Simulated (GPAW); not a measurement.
# benzoquinonedithiol between two Ir chains: transmission at several levels

How well does benzoquinonedithiol between two Ir chains conduct at low bias, and how far do basis and functional move the answer?

Method: GPAW LCAO, PAW setups; Landauer transmission from Green's functions with principal layers (ASE), zero bias, in GPAW 26.7.0.

Report form: the programs' logs are mostly left out.

## 1. Set-up

The cell holds 26 atoms: 14 Ir, 2 S, 2 H, 6 C and 2 O. Its edges and angles: a = 11.723 Å, b = 9.000 Å, c = 40.409 Å, α = 90.0°, β = 90.0°, γ = 90.0°. Regions: left lead, 7 atoms (7 Ir); channel, 12 atoms (2 S, 2 H, 6 C and 2 O); right lead, 7 atoms (7 Ir). Vacuum lies along a and b. The structure is stacked along c, and the current runs across the ab planes.

## 2. Double-zeta polarised basis

The script solves lead and junction separately, takes H and S in the orbital basis, and joins semi-infinite leads through their self-energies; the dzp basis is the working standard.

File run.py:

```python
import json
import numpy as np
from ase import Atoms
from ase.transport.calculators import TransportCalculator
from gpaw import GPAW, FermiDirac
from gpaw.lcao.tools import get_lcao_hamiltonian
from scipy.linalg import eigh

# The junction with lead layers at both ends, along the third cell vector
device = Atoms(
    ['Ir', 'Ir', 'Ir', 'Ir', 'Ir', 'Ir', 'Ir', 'S', 'H', 'C', 'C', 'O', 'C', 'C', 'O', 'C', 'C', 'H', 'S', 'Ir', 'Ir', 'Ir', 'Ir', 'Ir', 'Ir', 'Ir'],
    positions=[
        [5.86174, 4.50000, 1.15000],
        [5.86174, 4.50000, 3.45000],
        [5.86174, 4.50000, 5.75000],
        [5.86174, 4.50000, 8.05000],
        [5.86174, 4.50000, 10.35000],
        [5.86174, 4.50000, 12.65000],
        [5.86174, 4.50000, 14.95000],
        [4.94630, 4.49999, 17.16855],
        [7.58072, 4.49999, 18.37917],
        [5.49434, 4.49999, 18.81232],
        [6.79355, 4.49999, 19.12482],
        [3.25000, 4.49999, 19.67005],
        [4.45651, 4.49999, 19.88466],
        [7.26698, 4.49999, 20.52411],
        [8.47349, 4.49999, 20.73872],
        [4.92994, 4.49999, 21.28394],
        [6.22915, 4.50000, 21.59645],
        [4.14276, 4.50000, 22.02959],
        [6.77719, 4.50000, 23.24022],
        [5.86174, 4.50000, 25.45877],
        [5.86174, 4.50000, 27.75877],
        [5.86174, 4.50000, 30.05877],
        [5.86174, 4.50000, 32.35877],
        [5.86174, 4.50000, 34.65877],
        [5.86174, 4.50000, 36.95877],
        [5.86174, 4.50000, 39.25877]],
    cell=[[11.72349, 0.0, 0.0], [0.0, 9.0, 0.0], [0.0, 0.0, 40.40877]],
    pbc=True)

# One principal layer of the lead: the first 5 atoms of the device
lead = Atoms(
    ['Ir', 'Ir', 'Ir', 'Ir', 'Ir'],
    positions=[
        [5.86174, 4.50000, 1.15000],
        [5.86174, 4.50000, 3.45000],
        [5.86174, 4.50000, 5.75000],
        [5.86174, 4.50000, 8.05000],
        [5.86174, 4.50000, 10.35000]],
    cell=[[11.72349, 0.0, 0.0], [0.0, 9.0, 0.0], [0.0, 0.0, 11.5]],
    pbc=True)

settings = dict(mode='lcao', basis='dzp', xc='PBE', h=0.18,
                occupations=FermiDirac(0.1), maxiter=250,
                mixer=dict(beta=0.1, nmaxold=8, weight=100.0),
                convergence=dict(density=0.0001))
energies = np.arange(-2, 2 + 1e-9, 0.05)
eta = 0.0001
n1, n2 = 1, 1
# k and -k transmit alike, so half of the mesh across the current serves
mesh = [(i, j) for i in range(n1) for j in range(n2) if (i, j) <= (-i % n1, -j % n2)]
weights = np.array([1 if (i, j) == (-i % n1, -j % n2) else 2 for i, j in mesh]) / (n1 * n2)

# [... helper functions left out ...]
fermi_lead = ground_state(lead, (1, 1, 10), 'lead.txt')
fermi_device = ground_state(device, (1, 1, 2), 'device.txt')
# [... loop over the mesh left out, but for ...]
        # Shift the lead onto the potential of the device's first layer
        shift = ((H[:, 0, 0] - H0[:, 0, 0]) / S0[0, 0]).real.mean()
# [...]
kT = 8.617333e-5 * 200
bias = [0.1, 0.2, 0.5, 1.0, 1.5, 2.0]
# [... integrals and printing left out ...]
```

On the command line:

```
OMP_NUM_THREADS=1 OPENBLAS_NUM_THREADS=1 python run.py
```

The job ended after 5.2 min (1 thread of Arm Neoverse V1, shared host; peak memory 2.5 GiB).

This run has no spin polarisation, although Ir can carry a moment.

This step gave:

- conductance: 0.2034 G₀
- largest coupling past the next principal layer: 1.48e-6 eV
- largest misfit of the first principal layer: 0.1761 eV
- shift that aligns the lead: -0.01022 eV
- basis functions of the junction: 518
- basis functions of a principal layer: 135
- transmission at the Fermi level (one spin): 0.2106

One spin. Table of transmission, zone mean by energy, zero at the Fermi level:

| energy (eV) | transmission, zone mean |
| --- | --- |
| -2.000 | 0.0378 |
| -1.800 | 0.0908 |
| -1.600 | 0.216 |
| -1.400 | 0.514 |
| -1.200 | 0.660 |
| -1.000 | 1.10 |
| -0.950 | 1.68 |
| -0.800 | 1.45 |
| -0.600 | 0.656 |
| -0.400 | 0.362 |
| -0.200 | 0.301 |
| 0.000 | 0.211 |
| 0.200 | 0.0263 |
| 0.400 | 0.00944 |
| 0.600 | 0.0162 |
| 0.800 | 0.0535 |
| 1.000 | 0.227 |
| 1.200 | 0.947 |
| 1.250 | 0.988 |
| 1.400 | 0.503 |
| 1.600 | 0.178 |
| 1.800 | 0.0590 |
| 2.000 | 4.4e-5 |

Not self-consistent under bias; the bias window is split evenly. Table of current through one cell, from the zero-bias transmission by bias:

| bias (V) | current through one cell, from the zero-bias transmission (μA) |
| --- | --- |
| 0.100 | 1.55 |
| 0.200 | 2.98 |
| 0.500 | 6.86 |
| 1.000 | 14.0 |
| 1.500 | 29.6 |
| 2.000 | 59.2 |

Table of transmission of the three most open eigenchannels by energy, zero at the Fermi level:

| energy (eV) | channel 1 | channel 2 | channel 3 |
| --- | --- | --- | --- |
| -2.00 | 0.0262 | 0.0111 | 4.5e-4 |
| -1.85 | 0.0410 | 0.0315 | 6.6e-4 |
| -1.70 | 0.0816 | 0.0576 | 9.0e-4 |
| -1.60 | 0.150 | 0.0645 | 0.00103 |
| -1.45 | 0.351 | 0.0643 | 0.00102 |
| -1.30 | 0.544 | 0.0790 | 4.4e-4 |
| -1.15 | 0.562 | 0.133 | 0.00150 |
| -1.05 | 0.613 | 0.181 | 0.0362 |
| -0.90 | 0.861 | 0.519 | 0.0738 |
| -0.75 | 0.846 | 0.397 | 0.0210 |
| -0.60 | 0.363 | 0.281 | 0.0117 |
| -0.50 | 0.238 | 0.233 | 0.00902 |
| -0.35 | 0.173 | 0.137 | 0.00691 |
| -0.20 | 0.169 | 0.126 | 0.00602 |
| -0.05 | 0.179 | 0.0652 | 0.00562 |
| 0.00 | 0.157 | 0.0482 | 0.00540 |
| 0.05 | 0.111 | 0.0327 | 0.00506 |
| 0.20 | 0.0126 | 0.00997 | 0.00370 |
| 0.35 | 0.00799 | 0.00268 | 1.5e-4 |
| 0.50 | 0.00518 | 0.00333 | 0.00194 |
| 0.60 | 0.0108 | 0.00391 | 0.00153 |
| 0.75 | 0.0358 | 0.00234 | 9.3e-4 |
| 0.90 | 0.105 | 6.6e-4 | 1.5e-4 |
| 1.05 | 0.341 | 4.4e-4 | 1.1e-4 |
| 1.15 | 0.742 | 3.4e-4 | 9.3e-5 |
| 1.30 | 0.854 | 2.2e-4 | 7.7e-5 |
| 1.45 | 0.381 | 1.4e-4 | 6.7e-5 |
| 1.60 | 0.178 | 7.4e-5 | 6.2e-5 |
| 1.70 | 0.109 | 6.1e-5 | 4.4e-5 |
| 1.85 | 0.0364 | 6.1e-5 | 1.3e-5 |
| 2.00 | 4.4e-5 | 3.0e-10 | 6.4e-11 |

Couplings past the next layer reach 1.5e-6 eV, small enough to drop; the matrix elements of the cell's first layer differ from the bulk lead's by up to 0.18 eV. That layer keeps its own values in the calculation, and only beyond it is the lead taken as perfect. The Fermi levels of lead and junction count from different zeros of potential, one for each periodic cell; with both set to zero, the small remaining shift is what aligns them. Without spin-orbit coupling, which is large for these atoms, channel counts and T are those of the scalar-relativistic bands. By hand: G = 0.2034 × 77.48 μS = 15.8 μS, a resistance of 63.5 kΩ; at 0.1 V a linear junction would pass 1.58 μA, and the integral over the bias window gives 1.55 μA.

## 3. Single-zeta polarised basis

One radial function a shell plus polarisation makes the matrices smaller; the question is what that costs.

Changes to run.py since step 2:

```diff
@@ -53,3 +53,3 @@
 
-settings = dict(mode='lcao', basis='dzp', xc='PBE', h=0.18,
+settings = dict(mode='lcao', basis='szp(dzp)', xc='PBE', h=0.18,
                 occupations=FermiDirac(0.1), maxiter=250,
```

It took 3.5 min on 1 thread; peak memory 2.4 GiB.

This step gave:

| Property | Result |
| --- | --- |
| conductance | 0.06688 G₀ |
| largest misfit of the first principal layer | 0.2112 eV |
| shift that aligns the lead | -0.02286 eV |
| basis functions of the junction | 308 |
| basis functions of a principal layer | 75 |
| transmission at the Fermi level (one spin) | 0.06957 |

One spin. Table of transmission, zone mean by energy, zero at the Fermi level:

| energy (eV) | transmission, zone mean |
| --- | --- |
| -2.000 | 0.0536 |
| -1.800 | 0.118 |
| -1.600 | 0.250 |
| -1.400 | 0.523 |
| -1.200 | 0.591 |
| -1.000 | 1.44 |
| -0.800 | 0.874 |
| -0.600 | 0.305 |
| -0.400 | 0.178 |
| -0.200 | 0.141 |
| 0.000 | 0.0696 |
| 0.200 | 0.0106 |
| 0.400 | 0.0197 |
| 0.600 | 0.0580 |
| 0.800 | 0.205 |
| 1.000 | 0.853 |
| 1.050 | 0.991 |
| 1.200 | 0.609 |
| 1.400 | 0.232 |
| 1.600 | 0.114 |
| 1.800 | 0.0559 |
| 2.000 | 1.2e-4 |

Not self-consistent under bias; the bias window is split evenly. Current through one cell, from the zero-bias transmission against bias:

| bias (V) | current through one cell, from the zero-bias transmission (μA) |
| --- | --- |
| 0.100 | 0.516 |
| 0.200 | 1.04 |
| 0.500 | 2.75 |
| 1.000 | 6.46 |
| 1.500 | 15.2 |
| 2.000 | 45.5 |

Table of transmission of the three most open eigenchannels by energy, zero at the Fermi level:

| energy (eV) | channel 1 | channel 2 | channel 3 |
| --- | --- | --- | --- |
| -2.00 | 0.0410 | 0.0122 | 4.6e-4 |
| -1.85 | 0.0618 | 0.0347 | 6.8e-4 |
| -1.70 | 0.0909 | 0.0796 | 9.7e-4 |
| -1.60 | 0.166 | 0.0826 | 0.00117 |
| -1.45 | 0.362 | 0.0793 | 0.00138 |
| -1.30 | 0.540 | 0.0844 | 9.8e-4 |
| -1.15 | 0.447 | 0.163 | 5.7e-4 |
| -1.05 | 0.462 | 0.218 | 0.0590 |
| -0.90 | 0.993 | 0.330 | 0.0425 |
| -0.75 | 0.400 | 0.229 | 0.0167 |
| -0.60 | 0.151 | 0.144 | 0.0104 |
| -0.50 | 0.119 | 0.106 | 0.00840 |
| -0.35 | 0.0812 | 0.0647 | 0.00680 |
| -0.20 | 0.0687 | 0.0664 | 0.00613 |
| -0.05 | 0.0532 | 0.0367 | 0.00596 |
| 0.00 | 0.0372 | 0.0266 | 0.00579 |
| 0.05 | 0.0165 | 0.0143 | 0.00542 |
| 0.20 | 0.00629 | 0.00400 | 2.8e-4 |
| 0.35 | 0.00836 | 0.00415 | 0.00293 |
| 0.50 | 0.0284 | 0.00279 | 0.00215 |
| 0.60 | 0.0542 | 0.00209 | 0.00167 |
| 0.75 | 0.144 | 0.00122 | 0.00100 |
| 0.90 | 0.436 | 2.6e-4 | 2.4e-4 |
| 1.05 | 0.991 | 2.0e-4 | 1.6e-4 |
| 1.15 | 0.785 | 1.9e-4 | 1.2e-4 |
| 1.30 | 0.363 | 1.7e-4 | 7.0e-5 |
| 1.45 | 0.191 | 1.7e-4 | 3.9e-5 |
| 1.60 | 0.114 | 1.6e-4 | 2.0e-5 |
| 1.70 | 0.0825 | 1.7e-4 | 1.2e-5 |
| 1.85 | 0.0406 | 1.7e-4 | 4.0e-6 |
| 2.00 | 1.2e-4 | 6.6e-10 | 0 |

The conductance, 0.0669 G₀, lies 67 % below that of the dzp run.

## 4. Minimal basis

One function for each valence shell of the setup, as for a first survey of a large system.

Changes to run.py since step 3:

```diff
@@ -53,3 +53,3 @@
 
-settings = dict(mode='lcao', basis='szp(dzp)', xc='PBE', h=0.18,
+settings = dict(mode='lcao', basis='sz(dzp)', xc='PBE', h=0.18,
                 occupations=FermiDirac(0.1), maxiter=250,
```

The job ended after 2.5 min (1 thread; peak memory 2.3 GiB).

This step gave:

| Quantity | Value |
| --- | --- |
| conductance | 0.03434 G₀ |
| largest coupling past the next principal layer | 1.47e-6 eV |
| largest misfit of the first principal layer | 0.1172 eV |
| shift that aligns the lead | -0.02493 eV |
| basis functions of the junction | 210 |
| basis functions of a principal layer | 60 |
| transmission at the Fermi level (one spin) | 0.03455 |

One spin. Table of transmission, zone mean by energy, zero at the Fermi level:

energy (eV), transmission, zone mean and a bar:
```
    -2.00       0.04 #
    -1.90       0.07 ##
    -1.80       0.11 ###
    -1.70       0.18 ####
    -1.55       0.33 ########
    -1.45       0.45 ###########
    -1.35       0.52 #############
    -1.25       0.40 ##########
    -1.15       0.39 #########
    -1.05       0.49 ############
    -1.00       1.23 ##############################
    -0.90       1.16 ############################
    -0.80       0.81 ####################
    -0.70       0.35 #########
    -0.60       0.20 #####
    -0.50       0.14 ###
    -0.40       0.10 ##
    -0.25       0.07 ##
    -0.15       0.08 ##
    -0.05       0.05 #
     0.00       0.03 #
     0.05       0.02 #
     0.15       0.02 
     0.25       0.02 #
     0.40       0.04 #
     0.50       0.06 ##
     0.60       0.11 ###
     0.70       0.20 #####
     0.80       0.44 ###########
     0.90       0.88 ######################
     0.95       1.00 ########################
     1.05       0.69 #################
     1.15       0.37 #########
     1.25       0.22 #####
     1.35       0.15 ####
     1.45       0.10 ##
     1.55       0.07 ##
     1.70       0.05 #
     1.80       0.03 #
     1.90       0.00 
     2.00       0.00
```

The conductance, 0.0343 G₀, lies a factor of 5.9 below that of the dzp run.

## 5. LDA in the dzp basis: xc = "LDA"

Back in the dzp basis, the functional changes from PBE to LDA, to set the spread between functionals beside that between bases.

Changes to run.py since step 4:

```diff
@@ -53,3 +53,3 @@
 
-settings = dict(mode='lcao', basis='sz(dzp)', xc='PBE', h=0.18,
+settings = dict(mode='lcao', basis='dzp', xc='LDA', h=0.18,
                 occupations=FermiDirac(0.1), maxiter=250,
```

Run time: 4.6 min. Hardware: 1 thread; peak memory 2.5 GiB.

Numbers from this step:

```
conductance                                    : 0.2137 G₀
largest coupling past the next principal layer : 1.53e-6 eV
largest misfit of the first principal layer    : 0.1785 eV
shift that aligns the lead                     : -0.01496 eV
basis functions of the junction                : 518
basis functions of a principal layer           : 135
transmission at the Fermi level (one spin)     : 0.2232
```

The conductance, 0.214 G₀, lies 5.1 % above that of the dzp run.

## 6. All levels side by side

Times are for 1 thread of Arm Neoverse V1, shared host. Results by setting:

| no. | run | conductance (G₀) | time | memory (GiB) |
| --- | --- | --- | --- | --- |
| 1 | dzp | 0.2034 | 5.2 min | 2.5 |
| 2 | szp | 0.06688 | 3.5 min | 2.4 |
| 3 | sz | 0.03434 | 2.5 min | 2.3 |
| 4 | dzp LDA | 0.2137 | 4.6 min | 2.5 |

## 7. Comparison

The curves are compared point by point over the common energies.

This step: comparison of transmission and cost over codes and levels (GPAW 26.7.0).

Ladder, by row:

| step | code | T at the Fermi level (sum over the listed spins) | conductance (G0) | r.m.s. T(E) from the first | wall time (s) | peak memory (GiB) | threads |
| --- | --- | --- | --- | --- | --- | --- | --- |
| dzp | GPAW | 0.2106 | 0.2034 | 0 | 310.3 | 2.45 | 1 |
| szp | GPAW | 0.06957 | 0.06688 | 0.2341 | 209 | 2.36 | 1 |
| sz | GPAW | 0.03455 | 0.03434 | 0.3235 | 150.4 | 2.27 | 1 |
| dzp-LDA | GPAW | 0.2232 | 0.2137 | 0.06065 | 275.1 | 2.45 | 1 |

The transmission, zone mean, sum over the listed spins by energy, zero at the Fermi level:

| energy (eV) | dzp | szp | sz | dzp-LDA |
| --- | --- | --- | --- | --- |
| -2.000 | 0.0378 | 0.0536 | 0.0434 | 0.0418 |
| -1.800 | 0.0908 | 0.118 | 0.113 | 0.101 |
| -1.600 | 0.216 | 0.250 | 0.271 | 0.232 |
| -1.400 | 0.514 | 0.523 | 0.495 | 0.520 |
| -1.200 | 0.660 | 0.591 | 0.390 | 0.657 |
| -1.000 | 1.10 | 1.44 | 1.23 | 0.932 |
| -0.950 | 1.68 | 1.42 | 1.13 | 1.70 |
| -0.800 | 1.45 | 0.874 | 0.812 | 1.46 |
| -0.600 | 0.656 | 0.305 | 0.195 | 0.753 |
| -0.400 | 0.362 | 0.178 | 0.0996 | 0.408 |
| -0.200 | 0.301 | 0.141 | 0.0801 | 0.324 |
| 0.000 | 0.211 | 0.0696 | 0.0346 | 0.223 |
| 0.200 | 0.0263 | 0.0106 | 0.0176 | 0.0254 |
| 0.400 | 0.00944 | 0.0197 | 0.0381 | 0.0105 |
| 0.600 | 0.0162 | 0.0580 | 0.106 | 0.0224 |
| 0.800 | 0.0535 | 0.205 | 0.439 | 0.0763 |
| 0.950 | 0.153 | 0.632 | 0.998 | 0.224 |
| 1.000 | 0.227 | 0.853 | 0.892 | 0.333 |
| 1.050 | 0.341 | 0.991 | 0.686 | 0.495 |
| 1.200 | 0.947 | 0.609 | 0.285 | 0.996 |
| 1.250 | 0.988 | 0.467 | 0.222 | 0.893 |
| 1.400 | 0.503 | 0.232 | 0.121 | 0.417 |
| 1.600 | 0.178 | 0.114 | 0.0627 | 0.158 |
| 1.800 | 0.0590 | 0.0559 | 0.0288 | 0.0523 |
| 2.000 | 4.4e-5 | 1.2e-4 | 5.4e-8 | 4.3e-5 |

## 8. SCF mesh 1×1×6

The SCF mesh sets the Fermi level of the repeated cell.

This step: GPAW LCAO, PAW setups; Landauer transmission from Green's functions with principal layers (ASE), zero bias (GPAW 26.7.0).

Changes to run.py since step 5:

```diff
@@ -53,3 +53,3 @@
 
-settings = dict(mode='lcao', basis='dzp', xc='LDA', h=0.18,
+settings = dict(mode='lcao', basis='dzp', xc='PBE', h=0.18,
                 occupations=FermiDirac(0.1), maxiter=250,
@@ -66,3 +66,3 @@
 fermi_lead = ground_state(lead, (1, 1, 10), 'lead.txt')
-fermi_device = ground_state(device, (1, 1, 2), 'device.txt')
+fermi_device = ground_state(device, (1, 1, 6), 'device.txt')
 # [... loop over the mesh left out, but for ...]
```

Run time: 6.8 min. Hardware: 1 thread; peak memory 2.5 GiB.

This step gave:

| Quantity | Value |
| --- | --- |
| conductance | 0.2014 G₀ |
| largest coupling past the next principal layer | 1.48e-6 eV |
| largest misfit of the first principal layer | 0.1774 eV |
| shift that aligns the lead | -0.009621 eV |
| transmission at the Fermi level (one spin) | 0.2085 |

One spin. Transmission, zone mean against energy, zero at the Fermi level:

| energy (eV) | transmission, zone mean |
| --- | --- |
| -2.00 | 0.0380 |
| -1.90 | 0.0593 |
| -1.80 | 0.0912 |
| -1.70 | 0.141 |
| -1.55 | 0.269 |
| -1.45 | 0.418 |
| -1.35 | 0.631 |
| -1.25 | 0.637 |
| -1.15 | 0.698 |
| -1.05 | 0.833 |
| -0.95 | 1.67 |
| -0.90 | 1.45 |
| -0.80 | 1.44 |
| -0.70 | 1.01 |
| -0.60 | 0.654 |
| -0.50 | 0.479 |
| -0.40 | 0.361 |
| -0.25 | 0.286 |
| -0.15 | 0.308 |
| -0.05 | 0.250 |
| 0.00 | 0.208 |
| 0.05 | 0.146 |
| 0.15 | 0.0381 |
| 0.25 | 0.0185 |
| 0.40 | 0.00942 |
| 0.50 | 0.0105 |
| 0.60 | 0.0164 |
| 0.70 | 0.0291 |
| 0.80 | 0.0540 |
| 0.90 | 0.106 |
| 1.05 | 0.344 |
| 1.15 | 0.748 |
| 1.25 | 0.986 |
| 1.35 | 0.660 |
| 1.45 | 0.377 |
| 1.55 | 0.225 |
| 1.70 | 0.108 |
| 1.80 | 0.0587 |
| 1.90 | 0.0130 |
| 2.00 | 4.4e-5 |

Not self-consistent under bias; the bias window is split evenly. Table of current through one cell, from the zero-bias transmission by bias:

| bias (V) | current through one cell, from the zero-bias transmission (μA) |
| --- | --- |
| 0.100 | 1.54 |
| 0.200 | 2.96 |
| 0.500 | 6.83 |
| 1.000 | 13.9 |
| 1.500 | 29.5 |
| 2.000 | 59.1 |

(Continued in part 2 of 2.)

[Logs are printed without paths, hosts, clocks, repeated set-up lines and the standing remarks that a program may print on its own settings, such as how far it seeks lower states.]

[Hosts, paths, dates, database ids (printed as entryN), source tags and the programs' standing remarks are cut or masked in the printed files.]
